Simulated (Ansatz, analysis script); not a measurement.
# Free-standing square Mo monolayer, spacing 2.904 Å: E(q) by the generalised Bloch theorem, part 2 of 2

Spirals are solved in the crystal's own cell at each q. What do they say of the order in a free-standing square Mo monolayer, spacing 2.904 Å?

Ansatz 0.2.0; PBE, PAW set soft_1.

So far. Step 4 (q = (0, 0, 0)): The largest moment is 0.875 μB, against 0.933 μB in the collinear run. Step 5 (q = (0, 0.1, 0)): The energy of the cell lies 6.26 meV below that at q = 0, and the largest moment is 0.906 μB against 0.875 μB.

### 6. q = (0, 0.2, 0)

Level of this step: Ansatz DFT, spin spiral by the generalised Bloch theorem, no spin-orbit coupling; PBE, PAW set soft_1; PAW set soft_1 (Ansatz).

The input, input.yaml:

```yaml
crystal:
  lattice:
    - [2.904, 0.0, 0.0]
    - [0.0, 2.904, 0.0]
    - [0.0, 0.0, 14.0]
  atoms:
    - { symbol: Mo, position: [0.0, 0.0, 0.5], spin: 0.93, spin_axis: [1.0, 0.0, 0.0] }
kpoints:
  mp_grid: { grid: [20, 20, 1] }
hamiltonian:
  xc: pbe
  pseudopotentials: { kind: paw, azcp: { folder: soft_1 } }
scf:
  occupations: { method: fermi_dirac, width: 0.05 }
  max_iter: 120
  convergence: { dr2_threshold: 1.0e-08 }
  lower_state_search: "off"
basis:
  ecutwfc: 420.0
magnetization:
  noncollinear: true
  spin_spiral: { q: [0.0, 0.2, 0.0] }
checkpoint:
  read: start
```

Launch:

```sh
$ ansatz run input.yaml --threads 1 --pin off --max-ram 2048MiB --backend cpu --events-out ev --progress --plain --runs-dir out
```

Numbers of over 12 decimals in the logs are rounded to 6 here.

Log:

```text
[...]
Crystal: 1 atoms, lattice volume = 118.065 Å³
Basis set: ecut = 420 eV, 2291 PW (Γ)
Bands: 22, of which v1, the nominal top of the filled ones, is band 14 counted from 1 (13 counted from 0)
Symmetry: 4 space group operations
k-points: 121 of 400
[...]
SCF iter  10: F=-4952.098569 eV  HF=-4952.098569 eV  |F-HF|=2.16e-10  |Δ(HF+E_count)|=   2.06e-8  Δρ=1.17e-6  dr2=6.33e-10  dr2_m=4.00e-10  ethr=1.92e-11  |M|=1.38e0 ∫|m|=1.43e0 μB  |m|>n=2.5e-2 m-floor=2.5e-2 τ_xc=1.3e-2 mc-row=2.5e-2 uncertified=65  ⟨swp⟩=1.0  Hψ=7763  notcnv=0
SCF 1 converged in 10 iterations: F = -4952.098569 eV  dr2 = 6.33e-10
[...]
SCF converged after 10 iterations
Magnetization: |M| = 1.3786 μB,  M = (+1.3786, +0.0000, +0.0000) μB
Absolute magnetization: 1.4333 μB (∫|m|, with the PAW one-centre terms)
  site 0: m = (+1.0407, +0.0000, +0.0000) μB, |m| = 1.0407 μB  (R = 1.20 Å)
Free energy (F): -4952.098569 eV
[...]
Internal energy: -4952.079189 eV  (E = F + TS)
E sigma→0 (E₀):  -4952.088879 eV
Entropy (-TS):   -0.019380 eV (-19.380 meV/atom)
Fermi energy:    -1.228143 eV
[...]
```

Wall time 70 s (1 thread of Arm Neoverse V2, shared host); peak memory 0.87 GiB.

The energy of the cell lies 24.9 meV below that at q = 0, and the largest moment is 1.04 μB against 0.875 μB.

### 7. q = (0.2, 0.2, 0)

Changes to input.yaml since step 6:

```diff
@@ -21,3 +21,3 @@
   noncollinear: true
-  spin_spiral: { q: [0.0, 0.2, 0.0] }
+  spin_spiral: { q: [0.2, 0.2, 0.0] }
 checkpoint:
```

Log:

```text
[...]
Crystal: 1 atoms, lattice volume = 118.065 Å³
Basis set: ecut = 420 eV, 2291 PW (Γ)
Bands: 22, of which v1, the nominal top of the filled ones, is band 14 counted from 1 (13 counted from 0)
Symmetry: 4 space group operations
k-points: 111 of 400
[...]
SCF iter  11: F=-4952.120182 eV  HF=-4952.120182 eV  |F-HF|=2.41e-9  |Δ(HF+E_count)|=   3.24e-9  Δρ=1.70e-6  dr2=4.11e-10  dr2_m=1.16e-9  ethr=7.14e-11  |M|=1.58e0 ∫|m|=1.67e0 μB  |m|>n=2.1e-2 m-floor=2.1e-2 τ_xc=1.7e-2 mc-row=2.1e-2 uncertified=35  ⟨swp⟩=1.0  Hψ=6628  notcnv=0
SCF 1 converged in 11 iterations: F = -4952.120182 eV  dr2 = 4.11e-10
[...]
SCF converged after 11 iterations
Magnetization: |M| = 1.5751 μB,  M = (+1.5751, -0.0000, +0.0000) μB
Absolute magnetization: 1.6672 μB (∫|m|, with the PAW one-centre terms)
  site 0: m = (+1.2362, -0.0000, +0.0000) μB, |m| = 1.2362 μB  (R = 1.20 Å)
Free energy (F): -4952.120182 eV
[...]
Internal energy: -4952.101223 eV  (E = F + TS)
E sigma→0 (E₀):  -4952.110703 eV
Entropy (-TS):   -0.018960 eV (-18.960 meV/atom)
Fermi energy:    -1.242070 eV
[...]
```

It took 65 s on 1 thread; peak memory 0.83 GiB.

The energy of the cell lies 46.5 meV below that at q = 0, and the largest moment is 1.24 μB against 0.875 μB.

### 8. q = (0.5, 0.5, 0)

Changes to input.yaml since step 7:

```diff
@@ -21,3 +21,3 @@
   noncollinear: true
-  spin_spiral: { q: [0.2, 0.2, 0.0] }
+  spin_spiral: { q: [0.5, 0.5, 0.0] }
 checkpoint:
```

Log:

```text
[...]
Crystal: 1 atoms, lattice volume = 118.065 Å³
Basis set: ecut = 420 eV, 2291 PW (Γ)
Bands: 22, of which v1, the nominal top of the filled ones, is band 14 counted from 1 (13 counted from 0)
Symmetry: 4 space group operations
k-points: 111 of 400
[...]
SCF iter  12: F=-4952.505260 eV  HF=-4952.505260 eV  |F-HF|=8.82e-11  |Δ(HF+E_count)|=   2.75e-8  Δρ=5.01e-7  dr2=2.68e-11  dr2_m=1.13e-10  ethr=1.97e-11  |M|=2.23e0 ∫|m|=3.11e0 μB  |m|>n=1.5e-2 m-floor=1.5e-2 τ_xc=1.1e-2 mc-row=1.5e-2 uncertified=6  ⟨swp⟩=3.0  Hψ=5763  notcnv=0
SCF 1 converged in 12 iterations: F = -4952.505260 eV  dr2 = 2.68e-11
[...]
SCF converged after 12 iterations
Magnetization: |M| = 2.2270 μB,  M = (+2.2270, -0.0000, +0.0000) μB
Absolute magnetization: 3.1105 μB (∫|m|, with the PAW one-centre terms)
  site 0: m = (+2.5518, -0.0000, +0.0000) μB, |m| = 2.5518 μB  (R = 1.20 Å)
Free energy (F): -4952.505260 eV
[...]
Internal energy: -4952.501402 eV  (E = F + TS)
E sigma→0 (E₀):  -4952.503331 eV
Entropy (-TS):   -0.003857 eV (-3.857 meV/atom)
Fermi energy:    -1.137410 eV
[...]
```

It took 74 s on 1 thread; peak memory 0.87 GiB.

The energy of the cell lies 432 meV below that at q = 0, and the largest moment is 2.55 μB against 0.875 μB.

The other 8 runs of this kind were made alike; their results stand in the table below.

### 9. E(q)

| q (reciprocal lattice) | path length (1/Å) | E(q) − E(0) (meV a magnetic atom) | \|m\| Mo no. 1 (μB) |
| --- | --- | --- | --- |
| (0, 0, 0) | 0.000 | 0.00 | 0.88 |
| (0, 0.1, 0) | 0.216 | -6.26 | 0.91 |
| (0, 0.2, 0) | 0.433 | -24.93 | 1.04 |
| (0, 0.4, 0) | 0.865 | -124.12 | 1.87 |
| (0, 0.5, 0) | 1.082 | -161.07 | 2.01 |
| (0.1, 0.5, 0) | 1.298 | -177.51 | 2.16 |
| (0.2, 0.5, 0) | 1.515 | -225.23 | 2.27 |
| (0.4, 0.5, 0) | 1.947 | -376.73 | 2.51 |
| (0.5, 0.5, 0) | 2.164 | -431.63 | 2.55 |
| (0.4, 0.4, 0) | 2.470 | -319.85 | 2.46 |
| (0.3, 0.3, 0) | 2.776 | -150.59 | 2.07 |
| (0.2, 0.2, 0) | 3.082 | -46.55 | 1.24 |
| (0.1, 0.1, 0) | 3.388 | -12.07 | 0.94 |
| (0, 0, 0) | 3.694 | 0.00 | 0.88 |

### 10. Summary of results

| Property | Result |
| --- | --- |
| lowest point of the path | q = (0.5, 0.5, 0), -432 meV a magnetic atom from q = 0 |
| highest point | 0 meV a magnetic atom |

What this shows: The state at q = (0.5, 0.5, 0) lies 432 meV a magnetic atom below the ferromagnetic start, so that start is not the lowest state; a flat spiral with q made of halves, on one magnetic atom a cell, is a collinear order of a doubled cell. The moments change by at most 192 % from their size at q = 0, so they are itinerant and a model of rigid spins is rough. No spin model is given, since the moments change too much along the path. The 13 spiral runs took 20 min of wall time, added up. Energies are free energies at a smearing of 0.05 eV, and with partly filled levels differences shift, at times strongly, as the smearing goes to zero. The cell was taken as built, with atoms unrelaxed. In doubt: the program's search for lower states was switched off, so a lower magnetic state than those reached may exist.

[Logs and program files are shortened in this print: banners, set-up blocks, solver, clock and traceback lines can be left out without a mark of their own.]

[Logs are printed without paths, hosts, clocks, repeated set-up lines and the standing remarks that a program may print on its own settings, such as how far it seeks lower states.]

[Hosts, paths, dates, database ids (printed as entryN), source tags and the programs' standing remarks are cut or masked in the printed files.]
